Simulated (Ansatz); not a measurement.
**Localised basis functions on glassy 72SiO2-16K2O-12SrO (mol %) (92 atoms)**

Aim: test how closely localised support functions follow the reference on glassy 72SiO2-16K2O-12SrO (mol %) (92 atoms), and at what cost. A setting counts as converged where the r.m.s. difference of forces stays under 1 % of the r.m.s. force.

Main program and level: Ansatz 0.2.0; Kohn-Sham DFT, PBE, PAW (set soft_2), plane waves.

## 1. The structure

The cell holds 92 atoms: 23 Si, 10 K, 4 Sr and 55 O. Its edges and angles: a = 11.353 Å, b = 11.353 Å, c = 11.353 Å, α = 90.0°, β = 90.0°, γ = 90.0°. 92 atoms (23 Si, 10 K, 4 Sr, 55 O) placed at random at 2.62 g/cm³, melted at 4000 K for 10 ps at fixed volume with the Morse and Coulomb pair potential with partial charges (Pedone, Malavasi, Menziani, Cormack and Segre, J. Phys. Chem. B 110, 11780 (2006)). Quenched from 1500 K to 300 K at 50 K/ps and fixed volume, held 10 ps at zero pressure, then minimised at fixed cell.

Before any run, some limits are plain. The quench rate of 50 K/ps is many orders above laboratory rates, so the cell is likely richer in defects and strain than a real sample. The network of bonds at the start is that of the classical potential that made the cell, and needn't be the one that DFT or experiment would give. Only the Γ point is sampled, in a cell whose shortest periodic width is 11 Å.

## 2. Plane-wave single point

This run is the reference for what follows, at a cutoff of 420 eV.

Contents of input.yaml:

```yaml
crystal:
  lattice:
    - [11.35349, 0.0, 0.0]
    - [0.0, 11.35349, 0.0]
    - [0.0, 0.0, 11.35349]
  atoms:
    - { symbol: Si, position: [0.24102, 0.1601, 0.63625] }
    - { symbol: Si, position: [0.89245, 0.52708, 0.56957] }
    - { symbol: Si, position: [0.98353, 0.26618, 0.61542] }
    - { symbol: Si, position: [0.68196, 0.42267, 0.41039] }
    - { symbol: Si, position: [0.00453, 0.38194, 0.18905] }
    - { symbol: Si, position: [0.61683, 0.45861, 0.93575] }
    - { symbol: Si, position: [0.43547, 0.64744, 0.84724] }
    - { symbol: Si, position: [0.19354, 0.3485, 0.98806] }
    - { symbol: Si, position: [0.17614, 0.61071, 0.91811] }
    - { symbol: Si, position: [0.09233, 0.53138, 0.39009] }
    - { symbol: Si, position: [0.43344, 0.05267, 0.17753] }
    - { symbol: Si, position: [0.75757, 0.16376, 0.48942] }
    - { symbol: Si, position: [0.41647, 0.7908, 0.23538] }
    - { symbol: Si, position: [0.96881, 0.26441, 0.88666] }
    - { symbol: Si, position: [0.63119, 0.82657, 0.89195] }
    - { symbol: Si, position: [0.77312, 0.52139, 0.16681] }
    - { symbol: Si, position: [0.01824, 0.89752, 0.06872] }
    - { symbol: Si, position: [0.88911, 0.13769, 0.10767] }
    - { symbol: Si, position: [0.78478, 0.75758, 0.67204] }
    - { symbol: Si, position: [0.15885, 0.70279, 0.17661] }
    - { symbol: Si, position: [0.69365, 0.03098, 0.25854] }
    - { symbol: Si, position: [0.67395, 0.76795, 0.16214] }
    - { symbol: Si, position: [0.4575, 0.27769, 0.05498] }
    - { symbol: K, position: [0.22925, 0.4612, 0.67514] }
    - { symbol: K, position: [0.51948, 0.14325, 0.79697] }
    - { symbol: K, position: [0.51122, 0.97451, 0.5266] }
    - { symbol: K, position: [0.86428, 0.80128, 0.40188] }
    - { symbol: K, position: [0.27441, 0.06745, 0.91377] }
    - { symbol: K, position: [0.22403, 0.26727, 0.35589] }
    - { symbol: K, position: [0.51148, 0.37908, 0.67082] }
    - { symbol: K, position: [0.38796, 0.50843, 0.28471] }
    - { symbol: K, position: [0.46547, 0.24603, 0.38979] }
    - { symbol: K, position: [0.21884, 0.97152, 0.39596] }
    - { symbol: Sr, position: [0.49589, 0.66559, 0.52256] }
    - { symbol: Sr, position: [0.87917, 0.6051, 0.90083] }
    - { symbol: Sr, position: [0.80733, 0.04812, 0.77364] }
    - { symbol: Sr, position: [0.08573, 0.86242, 0.75517] }
    - { symbol: O, position: [0.09295, 0.82752, 0.17391] }
    - { symbol: O, position: [0.91698, 0.81499, 0.02336] }
    - { symbol: O, position: [0.32341, 0.13654, 0.52702] }
    - { symbol: O, position: [0.70181, 0.49782, 0.04641] }
    - { symbol: O, position: [0.68766, 0.76716, 0.57464] }
    - { symbol: O, position: [0.55356, 0.33223, 0.96368] }
    - { symbol: O, position: [0.89231, 0.17136, 0.96759] }
    - { symbol: O, position: [0.63958, 0.96123, 0.87216] }
    - { symbol: O, position: [0.10668, 0.25361, 0.92715] }
    - { symbol: O, position: [0.95446, 0.22426, 0.75057] }
    - { symbol: O, position: [0.55595, 0.46503, 0.44376] }
    - { symbol: O, position: [0.69987, 0.28211, 0.43354] }
    - { symbol: O, position: [0.3239, 0.3064, 0.01057] }
    - { symbol: O, position: [0.11866, 0.23677, 0.59218] }
    - { symbol: O, position: [0.55519, 0.05949, 0.25912] }
    - { symbol: O, position: [0.76171, 0.66172, 0.19235] }
    - { symbol: O, position: [0.68736, 0.12536, 0.60136] }
    - { symbol: O, position: [0.50717, 0.7696, 0.85235] }
    - { symbol: O, position: [0.87808, 0.86251, 0.66612] }
    - { symbol: O, position: [0.30493, 0.66564, 0.89881] }
    - { symbol: O, position: [0.65461, 0.78891, 0.02609] }
    - { symbol: O, position: [0.72796, 0.76131, 0.80419] }
    - { symbol: O, position: [0.77901, 0.48647, 0.4955] }
    - { symbol: O, position: [0.08709, 0.65276, 0.82338] }
    - { symbol: O, position: [0.8559, 0.6313, 0.656] }
    - { symbol: O, position: [0.42079, 0.91208, 0.16048] }
    - { symbol: O, position: [0.19498, 0.46885, 0.91496] }
    - { symbol: O, position: [0.13707, 0.64311, 0.05112] }
    - { symbol: O, position: [0.93662, 0.39293, 0.91093] }
    - { symbol: O, position: [0.19152, 0.03898, 0.68503] }
    - { symbol: O, position: [0.40888, 0.8139, 0.37241] }
    - { symbol: O, position: [0.72187, 0.45397, 0.27825] }
    - { symbol: O, position: [0.10282, 0.92833, 0.96455] }
    - { symbol: O, position: [0.54238, 0.72684, 0.21201] }
    - { symbol: O, position: [0.76244, 0.10741, 0.16162] }
    - { symbol: O, position: [0.89172, 0.19815, 0.53012] }
    - { symbol: O, position: [0.68368, 0.46137, 0.81732] }
    - { symbol: O, position: [0.90849, 0.4803, 0.15479] }
    - { symbol: O, position: [0.47567, 0.33066, 0.17847] }
    - { symbol: O, position: [0.12529, 0.37803, 0.11383] }
    - { symbol: O, position: [0.74974, 0.06455, 0.38552] }
    [... 8 atom lines left out ...]
    - { symbol: O, position: [0.03979, 0.41212, 0.32394] }
    - { symbol: O, position: [0.94424, 0.25353, 0.17099] }
    - { symbol: O, position: [0.11185, 0.62371, 0.28283] }
    - { symbol: O, position: [0.95575, 0.4059, 0.6127] }
    - { symbol: O, position: [0.7057, 0.8907, 0.2298] }
    - { symbol: O, position: [0.96447, 0.01996, 0.12449] }
kpoints:
  mp_grid: { grid: [1, 1, 1] }
hamiltonian:
  xc: pbe
scf:
  occupations: { method: gaussian, width: 0.025 }
output:
  forces: true
  stress: true
  populations: true
  dos:
    method: { smearing: { sigma: 0.1 } }
    de: 0.1
    projected: { site_lists: { K: [K], O: [O], Si: [Si], Sr: [Sr] } }
  eigenvalues: true
  write_density: true
  write_potential: true
  volumetric_format: npy
```

The run is started by

```sh
> ansatz run input.yaml --threads 4 --pin off --max-ram 8192MiB --backend cpu --events-out ev --progress --plain --runs-dir out
```

Standard output:

```text
Engine: ansatz 0.2.0, x86_64-unknown-linux-gnu
Pseudopotentials: kind: paw
Pseudopotential: Si, paw, valence charge 4, recommended cutoff 420 eV (normal), Si.paw.azcp
Pseudopotential: K, paw, valence charge 9, recommended cutoff 420 eV (normal), K.paw.azcp
Pseudopotential: Sr, paw, valence charge 10, recommended cutoff 420 eV (normal), Sr.paw.azcp
Pseudopotential: O, paw, valence charge 6, recommended cutoff 420 eV (normal), O.paw.azcp
[... 5 lines on functional and potentials left out ...]
Crystal: 92 atoms, lattice volume = 1463.485 Å³
Basis set: ecut = 420 eV, 28425 PW (Γ), exchange–correlation on 160×160×160 points (8 copies of the dense FFT grid, shifted against one another)
Bands: 368, of which v1, the nominal top of the filled ones, is band 276 counted from 1 (275 counted from 0)
Symmetry: 1 space group operations
Space group: P1 (ITA 1), of the structure as read, at distance tolerance 1.1e-4 Å
k-points: 1
[... 9 lines on functional and potentials left out ...]
Initial density: superposition of atomic densities (neutral atoms: chi_scale 0, normalization atom), corrected by the library's trained network
Initial wavefunctions: pseudopotential atomic-orbital guess
Functional: x = pbe(κ = 0.804, μ = 0.219515), c = pbe(β = 0.066725)
SCF iter   1: F=—  HF=-75487.597616 eV  |F-HF|=—  |Δ(HF+E_count)|=         —  Δρ=1.99e-3  dr2=8.50e-2  ethr=1.77e-3  ⟨swp⟩=7.0  Hψ=1858  notcnv=0  defer=85
preconditioner: auto → Resta (q_TF=auto, 2.319 Å⁻¹)  ε∞=3.0  [insulator: Δε(μ)=2.429 eV  Ē_g=15.603 eV  σ=0.025 eV  W_gap=1.00  n_scr=304 (ndim 8)  ℏωp=22.2 eV  f_vac=0.173  D(μ)=0.00/eV (n_scr^D=0)  ε∞_Penn≈3.0]
SCF iter   2: F=—  HF=-75487.596136 eV  |F-HF|=—  |Δ(HF+E_count)|=   1.48e-3  Δρ=1.11e-3  dr2=2.09e-2  ethr=1.54e-5  ⟨swp⟩=3.0  Hψ=647  notcnv=0  defer=88
SCF iter   3: F=—  HF=-75487.598363 eV  |F-HF|=—  |Δ(HF+E_count)|=   2.23e-3  Δρ=5.01e-4  dr2=6.78e-3  ethr=3.78e-6  ⟨swp⟩=2.0  Hψ=502  notcnv=0  defer=88
SCF iter   4: F=—  HF=-75487.598539 eV  |F-HF|=—  |Δ(HF+E_count)|=   1.76e-4  Δρ=1.74e-4  dr2=6.04e-4  ethr=1.23e-6  ⟨swp⟩=2.0  Hψ=501  notcnv=0  defer=88
SCF iter   5: F=—  HF=-75487.598677 eV  |F-HF|=—  |Δ(HF+E_count)|=   1.38e-4  Δρ=1.07e-4  dr2=1.58e-4  ethr=1.09e-7  ⟨swp⟩=2.0  Hψ=508  notcnv=0  defer=88
SCF iter   6: F=—  HF=-75487.598744 eV  |F-HF|=—  |Δ(HF+E_count)|=   6.61e-5  Δρ=3.25e-5  dr2=1.70e-5  ethr=2.86e-8  ⟨swp⟩=2.0  Hψ=514  notcnv=0  defer=88
SCF iter   7: F=—  HF=-75487.595627 eV  |F-HF|=—  |Δ(HF+E_count)|=   3.12e-3  Δρ=1.64e-5  dr2=3.76e-6  ethr=3.08e-9  ⟨swp⟩=2.0  Hψ=641  notcnv=0  defer=88
SCF iter   8: F=—  HF=-75487.595629 eV  |F-HF|=—  |Δ(HF+E_count)|=   1.61e-6  Δρ=6.52e-6  dr2=6.92e-7  ethr=6.80e-10  ⟨swp⟩=2.0  Hψ=501  notcnv=0  defer=88
SCF iter   9: F=-75487.595630 eV  HF=-75487.595629 eV  |F-HF|=5.20e-8  |Δ(HF+E_count)|=   4.07e-7  Δρ=1.89e-6  dr2=7.03e-8  ethr=1.81e-11  ⟨swp⟩=23.0  Hψ=3618  notcnv=0
SCF 1 converged in 9 iterations: F = -75487.595630 eV  dr2 = 7.03e-8
  greatest PAW one-centre occupation: 0.988 electrons in one spin orbital (limit 2), on the K atom at site 31 (counted from 0), in its partial waves of l = 0
SCF converged after 9 iterations
Free energy (F): -75487.595630 eV
Harris-Foulkes:  -75487.595629 eV  (|F-HF|=5.20e-8)
Internal energy: -75487.595630 eV  (E = F + TS)
E sigma→0 (E₀):  -75487.595630 eV
Fermi energy:    5.814064 eV
--- Per-component energies (eV) ---
  E_band       = -3157.997815
  E_kinetic    = 14403.113172
  E_local      = -39278.252286  (includes V_loc(G=0)·N_el)
  E_nonlocal   = 4142.205565
  E_hartree    = 14372.879223
  E_xc         = -7437.548778
  E_vxc        = -8636.416345  (∫ρ·V_xc dr)
  E_paw        = -39139.158557  (= ΣΔE_a)
  E_vpaw       = -2534.533013  (= ΣTr[D̂ρ^β])
  E_aug_tail   = 0.141290  (compensation charges beyond the density's cutoff)
  E_ewald      = -22550.975259
  E_smearing   = -0.000000  (= −TS)
  E_closure    = 0.000000  (closes the sum)
  Σ components = -75487.595630   (vs F -75487.595630, Δ=0.00e0)
--- Forces (eV/Å), atoms counted from 1 ---
  atom   1  Si    -0.10821677    -0.12653508     0.64254436
  atom   2  Si     0.06931322    -1.36378965    -1.67981845
  atom   3  Si    -0.17150707     0.15547180     0.53731596
  atom   4  Si     2.08560339     0.09383131     0.26449524
  atom   5  Si    -0.09242261    -0.52800768    -0.82203303
  atom   6  Si    -0.78375618     0.75734383    -0.17137753
  atom   7  Si     0.89753878    -1.13096469     0.65118055
  atom   8  Si    -1.77175443     0.59663966     0.54144747
  atom   9  Si     1.05103839    -0.31799392     1.20254928
  atom  10  Si    -0.34946387    -0.44764492    -1.12851184
  atom  11  Si     0.46855773    -0.19763034     0.26311955
  atom  12  Si     0.24858645     1.22131414     0.04736282
  atom  13  Si     0.16940434     1.43669343     0.09908579
  atom  14  Si     0.73312987     1.42583656     1.30830513
[...]
atom  91  O      0.93376871    -0.33938023     0.82553354
  atom  92  O      0.43441765     0.52097441     1.39393126
  max |Σ_I F_I| component: 1.06e-4 eV/Å
--- Stress (GPa, compression-positive) ---
        4.806534      -0.128782      -0.382122
       -0.128780       4.356025      -0.312787
       -0.382122      -0.312789       5.122483
  P = ⅓ Tr σ = 4.7617 GPa (47.617 kbar)
--- Band table (eV) ---
  k-point 0: bands = ["-30.1998", "-30.1290", "-29.5719", "-29.2107", [... 352 levels ...], "12.4058", "12.4451", "12.4520", "12.5303", "12.5960", "12.6052", "12.6299", "12.6768", "12.7304", "12.7629", "12.7934", "12.8085"]
--- Löwdin populations: 92 sites ---
  site symbol       q [e]
     0     Si      2.4403
     1     Si      2.2253
     2     Si      2.2394
[...]
91      O      6.8183
  spilling = 0.012176 (of n_electrons = 552.000000)
```

Run time: 36 s. Hardware: 4 threads of AMD EPYC 7R43, shared host; peak memory 1.9 GiB.

Numbers from this run:

```
free energy                                      : -75487.5956 eV
free energy per atom                             : -820.5173 eV/atom
SCF cycles                                       : 9
pressure                                         : 4.762 GPa
r.m.s. force component                           : 0.9156 eV/Å
longest force                                    : 3.152 eV/Å
Fermi energy                                     : 5.814 eV
gap (highest filled to lowest empty level) : 2.19 eV
spilling of the projection                       : 0.01218
```

The r.m.s. force component of 0.92 eV/Å sets the scale for the differences below.

## 3. Support functions low

With localised support functions most steps grow linearly with size, though the diagonalisation grows faster unless the density matrix is cut; this run measures error and cost at this size.

This step: Kohn-Sham DFT, PBE, PAW (set soft_2), localised support functions (low) (Ansatz 0.2.0).

input.yaml, the sections that differ from step 2:

```yaml
scf:
  occupations: { method: gaussian, width: 0.025 }
  eigensolver: { kind: { support_functions: { accuracy: low } } }
  max_iter: 150
output:
  forces: true
  eigenvalues: true
# crystal, kpoints, hamiltonian: as in step 2
```

Standard output:

```text
Warning: scf.eigensolver.kind.support_functions: disabling space-group detection — the functions' gradient is summed over unrotated k-points, so no spatial operation reduces the k-mesh or symmetrises the density; time reversal is kept, so that k and −k are solved as one point where they differ and the mesh holds both, and exact exchange and, on two spinor components, a DFT+U term hold to it where the run has them: [...]
settings of this run that can trade accuracy for cost: scf.eigensolver.kind.support_functions; scf.eigensolver.kind.support_functions.accuracy: low [...]
[...]
Crystal: 92 atoms, lattice volume = 1463.485 Å³
Basis set: ecut = 420 eV, 28425 PW (Γ), exchange–correlation on 180×180×180 points (8 copies of the dense FFT grid, shifted against one another)
Bands: 332, of which v1, the nominal top of the filled ones, is band 276 counted from 1 (275 counted from 0)
Symmetry: 1 space group operations
k-points: 1
[...]
SCF iter   1: F=—  HF=-75474.903574 eV  |F-HF|=—  |Δ(HF+E_count)|=         —  Δρ=8.92e-2  dr2=1.40e2  ethr=1.00e-1
[...]
SCF iter  12: F=—  HF=-75488.006773 eV  |F-HF|=—  |Δ(HF+E_count)|=   2.55e-3  Δρ=3.66e-5  dr2=2.35e-5  ethr=1.22e-8  κ⁻¹=3.3e-5(r=7)
SCF iter  13: F=-75488.008805 eV  HF=-75488.008806 eV  |F-HF|=1.03e-6  |Δ(HF+E_count)|=   2.03e-3  Δρ=1.63e-5  dr2=5.87e-6  ethr=4.25e-9
SCF 1 converged in 13 iterations: F = -75488.034396 eV  dr2 = 5.87e-6
[...]
SCF converged after 13 iterations
Stability not checked: this state was not tested for a lower state beside it, because the mixer in use, unlike msr1, does not test its closes by its own steps (another_mixer; see scf.mixing.algorithm and scf.lower_state_search)
Free energy (F): -75488.034396 eV
[...]
Internal energy: -75488.034396 eV  (E = F + TS)
E sigma→0 (E₀):  -75488.034396 eV
Fermi energy:    5.814450 eV
[...]
Σ components = -75488.034396   (vs F -75488.034396, Δ=0.00e0)
--- Forces (eV/Å), atoms counted from 1 ---
  atom   1  Si    -0.10801572    -0.12632846     0.64257624
  atom   2  Si     0.06973316    -1.36370897    -1.68037931
  atom   3  Si    -0.17175115     0.15600389     0.53720581
  atom   4  Si     2.08659745     0.09461007     0.26516758
[...]
atom  92  O      0.43499773     0.52129892     1.39313953
  max |Σ_I F_I| component: 4.41e-3 eV/Å
--- Band table (eV) ---
[...]
```

The job ended after 5 min (4 threads; peak memory 4.9 GiB; 18 min of CPU time).

The program notes that the band table was not solved further than the SCF left it and it switched symmetry off.

Keys that differ from the reference: support_functions.accuracy = "low" and scf.max_iter = 150.

Forces differ from the reference by 0.46 meV/Å r.m.s., 0.050 % of their size, well within a tolerance of 1 %; the energy by -4.8 meV/atom. It took roughly 8.3 times the reference's time (one timing each, with unlike analyses asked), in 13 cycles against 9.

## 4. Support functions medium

The cell is solved in localised support functions. Besides, the program derives a nominal cutoff of 464 eV for this run, against the reference's 420.

This step: Kohn-Sham DFT, PBE, PAW (set soft_2), localised support functions (medium) (Ansatz 0.2.0).

input.yaml, the sections that differ from step 3:

```yaml
scf:
  occupations: { method: gaussian, width: 0.025 }
  eigensolver: { kind: { support_functions: { accuracy: medium } } }
  max_iter: 150
# crystal, kpoints, hamiltonian, output: as in step 3
```

Standard output:

```text
[...]
Warning: basis.ecutwfc = 464 eV, auto-derived: no grid that the accuracy of the support functions lays serves the files at the lower one that their records recommend; a deck with other species or settings can derive another value
[...]
Crystal: 92 atoms, lattice volume = 1463.485 Å³
Basis set: ecut = 464 eV, 33131 PW (Γ), exchange–correlation on 180×180×180 points (8 copies of the dense FFT grid, shifted against one another)
Bands: 332, of which v1, the nominal top of the filled ones, is band 276 counted from 1 (275 counted from 0)
Symmetry: 1 space group operations
k-points: 1
[...]
SCF iter   1: F=—  HF=-75474.905139 eV  |F-HF|=—  |Δ(HF+E_count)|=         —  Δρ=8.92e-2  dr2=1.40e2  ethr=1.00e-1
[...]
SCF iter  13: F=—  HF=-75488.008937 eV  |F-HF|=—  |Δ(HF+E_count)|=   2.03e-3  Δρ=1.64e-5  dr2=5.89e-6  ethr=4.27e-9  κ⁻¹=1.8e-5(r=7)
SCF iter  14: F=-75488.010614 eV  HF=-75488.010615 eV  |F-HF|=6.72e-7  |Δ(HF+E_count)|=   1.68e-3  Δρ=8.51e-6  dr2=1.34e-6  ethr=1.07e-9
SCF 1 converged in 14 iterations: F = -75488.034451 eV  dr2 = 1.34e-6
[...]
SCF converged after 14 iterations
[...]
Free energy (F): -75488.034451 eV
[...]
Internal energy: -75488.034451 eV  (E = F + TS)
E sigma→0 (E₀):  -75488.034451 eV
Fermi energy:    5.814785 eV
[...]
Σ components = -75488.034451   (vs F -75488.034451, Δ=0.00e0)
--- Forces (eV/Å), atoms counted from 1 ---
  atom   1  Si    -0.10773264    -0.12613126     0.64234564
  atom   2  Si     0.06958019    -1.36388503    -1.68014277
  atom   3  Si    -0.17145700     0.15559528     0.53737180
  atom   4  Si     2.08636854     0.09436734     0.26496988
[...]
atom  92  O      0.43501043     0.52135262     1.39328737
  max |Σ_I F_I| component: 3.89e-3 eV/Å
--- Band table (eV) ---
[...]
```

It took 4.8 min on 4 threads; peak memory 5 GiB.

Keys that differ from the reference: support_functions.accuracy = "medium" and scf.max_iter = 150.

Forces differ from the reference by 0.4 meV/Å r.m.s., 0.044 % of their size, well within a tolerance of 1 %; the energy by -4.8 meV/atom. It took roughly 8.0 times the reference's time (one timing each, with unlike analyses asked), in 14 cycles against 9.

(Continued in part 2 of 2.)

[Long decimals in the printed logs are rounded to 6 places.]

[Logs are printed without paths, hosts, clocks, repeated set-up lines and the standing remarks that a program may print on its own settings, such as how far it seeks lower states.]

[Hosts, paths, dates, database ids (printed as entryN), source tags and the programs' standing remarks are cut or masked in the printed files.]
